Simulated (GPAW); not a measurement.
# STM contrast on C/Pt(111), part 2 of 2

Aim: Tersoff-Hamann images of C/Pt(111) at several biases.

GPAW 26.7.0; GPAW, PAW setups; slab in vacuum, relaxation (the session's first sound run).

So far. Step 2 (Relaxation): The relaxation lowered the energy of the cell by 0.320 eV (energies extrapolated to zero smearing; the optimiser's log prints free energies). The largest force left on a free atom is 0.0069 eV/Å.

### 3. The slab's potential (continued)

Tip height over the top atom over a1 and a2. Sample bias 1.5 V, constant current at the mean current 4.0 Å over the top atom.

Ten even steps from '_' (3.988 Å) to '@' (4.025 Å):
```
____....::::::::::::::::::....
..__....::::::::::::::::::::..
..____..::::::::::::::::::::::
..........::::::--------::::::
::::::::::::::::::------::::::
::--======--::::::::----::::::
--==++++++++==--::::::--::::::
--==++######++==--::::::::::::
::==++##@@@@##++==::::::::::::
::--++##@@@@@@##++--::::::::::
..::==++##@@@@##++==::..::::::
....::==++######++==::........
..__..::==++++++++==::..__....
______..::--======--::..______
____......::::----::::......__
```
Columns: a1 from 0 to 0.933; rows upwards: a2 from 0 to 0.933.

Local density of states summed over the bias window over a1 and a2. Sample bias 1.5 V, constant height 4.0 Å over the top atom.

Values in units of 1e-5 arbitrary, 15 rows by 15 columns:
```
1.0 1.0 1.0 1.0 1.0 1.0 1.0 1.0 1.0 1.0 1.0 1.0 1.0 1.0 1.0
1.0 1.0 1.0 1.0 1.0 1.0 1.0 1.0 1.0 1.0 1.0 1.0 1.0 1.0 1.0
1.0 1.0 1.0 1.0 1.0 1.0 1.0 1.0 1.0 1.0 1.0 1.0 1.0 1.0 1.0
1.0 1.0 1.0 1.0 1.0 1.0 1.0 1.0 1.0 1.0 1.0 1.0 1.0 1.0 1.0
1.0 1.0 1.0 1.0 1.0 1.0 1.0 1.0 1.0 1.0 1.0 1.0 1.0 1.0 1.0
1.0 1.0 1.0 1.0 1.0 1.0 1.0 1.0 1.0 1.0 1.0 1.0 1.0 1.0 1.0
1.0 1.0 1.0 1.0 1.0 1.0 1.0 1.0 1.0 1.0 1.0 1.0 1.0 1.0 1.0
1.0 1.0 1.0 1.0 1.0 1.0 1.0 1.0 1.0 1.0 1.0 1.0 1.0 1.0 1.0
1.0 1.0 1.0 1.0 1.0 1.0 1.0 1.0 1.0 1.0 1.0 1.0 1.0 1.0 1.0
1.0 1.0 1.0 1.0 1.0 1.0 1.0 1.0 1.0 1.0 1.0 1.0 1.0 1.0 1.0
1.0 1.0 1.0 1.0 1.0 1.0 1.0 1.0 1.0 1.0 1.0 1.0 1.0 1.0 1.0
1.0 1.0 1.0 1.0 1.0 1.0 1.0 1.0 1.0 1.0 1.0 1.0 1.0 1.0 1.0
1.0 1.0 1.0 1.0 1.0 1.0 1.0 1.0 1.0 1.0 1.0 1.0 1.0 1.0 1.0
1.0 1.0 1.0 1.0 1.0 1.0 1.0 1.0 1.0 1.0 1.0 1.0 1.0 1.0 1.0
0.9 1.0 1.0 1.0 1.0 1.0 1.0 1.0 1.0 1.0 1.0 1.0 1.0 1.0 1.0
```
Columns: a1 from 0 to 0.933; rows upwards: a2 from 0 to 0.933.

Force by atom:

| atom | x (eV/Å) | y (eV/Å) | z (eV/Å) | size |
| --- | --- | --- | --- | --- |
| Pt1 | 0.000 | 0.000 | -0.554 | 0.554 |
| Pt2 | 0.000 | 0.000 | 0.561 | 0.561 |
| Pt3 | 0.000 | 0.000 | -0.008 | 0.008 |
| Pt4 | 0.000 | 0.000 | 0.002 | 0.002 |
| C5 | 0.000 | 0.000 | -0.010 | 0.010 |

The potential is flat to 7.7e-5 eV/Å where it is read, so the vacuum is wide enough.

### 4. A changed run

One more run, with changed settings.

run.py reads:

```python
import json
import numpy as np
from ase import Atoms
from gpaw import GPAW, PW

slab = Atoms(
    ['Pt', 'Pt', 'Pt', 'Pt', 'C'],
    positions=[
        [0.00000, 0.00000, 9.00000],
        [1.38593, 0.80017, 11.26321],
        [2.77186, 1.60033, 13.61605],
        [0.00000, 0.00000, 16.08033],
        [1.38593, 0.80017, 17.22920]],
    cell=[[2.77186, 0.0, 0.0], [1.38593, 2.4005, 0.0], [0.0, 0.0, 26.18008]],
    pbc=[True, True, False])

slab.calc = GPAW(mode=PW(500), xc='PBE', kpts={'size': (1, 1, 1), 'gamma': True},
                 occupations={'name': 'fermi-dirac', 'width': 0.1}, nbands='160%',
                 convergence={'density': 1e-05}, maxiter=50,
                 poissonsolver={'dipolelayer': 'xy'},
                 symmetry={'tolerance': 1e-3}, txt='slab.txt')
result = {}
energy = slab.get_potential_energy()
fermi = slab.calc.get_fermi_level()
v = slab.calc.get_electrostatic_potential().mean((0, 1)) - fermi
n = slab.calc.get_pseudo_density().mean((0, 1))
L = slab.cell[2, 2]
z = np.arange(len(v)) * L / len(v)
low, high = slab.positions[:, 2].min(), slab.positions[:, 2].max()
below, above = np.interp([low - 6.8, high + 6.8], z, v)
slopes = [np.interp(x, z, np.gradient(v, z)) for x in (low - 6.8, high + 6.8)]
eps = np.array([[slab.calc.get_eigenvalues(k, s) for k in range(len(slab.calc.get_ibz_k_points()))]
                for s in range(slab.calc.get_number_of_spins())]) - fermi
top, bottom = eps[eps < 0].max(), eps[eps > 0].min()
dipole = slab.get_dipole_moment()[2]
print(f'energy {energy:.4f} eV, Fermi level {fermi:.4f} eV, dipole {dipole:.5f} e A')
print(f'potential 6.8 A off the faces, from the Fermi level: lower {below:.4f} eV, upper {above:.4f} eV')
print(f'slope of the potential there: lower {slopes[0]:.5f}, upper {slopes[1]:.5f} eV/A')
print(f'nearest levels on the mesh: {top:.4f} and {bottom:.4f} eV')
print('magnetic moment', round(slab.get_magnetic_moment(), 3))
result.update(energy=energy, fermi=fermi, dipole=dipole, below=below, above=above, slopes=slopes, edges=[top, bottom],
              z=z.tolist(), v=v.tolist(), n=n.tolist(), positions=slab.positions.tolist(),
              forces=slab.get_forces(apply_constraint=False).tolist(), moments=slab.get_magnetic_moments().tolist())
json.dump(result, open('result.json', 'w'))
```

On the command line:

```console
OMP_NUM_THREADS=1 OPENBLAS_NUM_THREADS=1 python run.py
```

The job ended after 24 s (1 thread of Arm Neoverse V1, shared host; peak memory 0.18 GiB).

The fault put into the input: one k-point, under a cap of 50 iterations, which ended the run (kpts = [1, 1]).

### 5. Summary of results

- work function, upper and lower face: 6.187 and 5.701 eV
- dipole along the normal: -0.0178 e Å
- corrugation at -2 V: 0.115 Å
- corrugation at -1 V: 0.109 Å
- corrugation at 1.5 V: 0.0372 Å

What this shows: The corrugation at constant current is largest at -2 V, where the tip height varies by 0.11 Å over the cell. Negative sample bias images filled states, positive bias empty ones. The two faces differ by 0.49 eV, the step that the slab's dipole makes (e p/(ε0 A) gives 0.48 eV), so the dipole layer is needed. The images are of Tersoff-Hamann type: an s-wave tip, no tip-sample forces, heights closer than in a microscope. The cell of 6.65 Å² holds one C, started on one chosen site; other sites and coverages weren't tried. The in-plane lattice was kept as typed, which isn't the functional's own and leaves some strain; spin-orbit coupling and temperature are left out.

[Logs are printed without paths, hosts, clocks, repeated set-up lines and the standing remarks that a program may print on its own settings, such as how far it seeks lower states.]

[Hosts, paths, dates, database ids (printed as entryN), source tags and the programs' standing remarks are cut or masked in the printed files.]
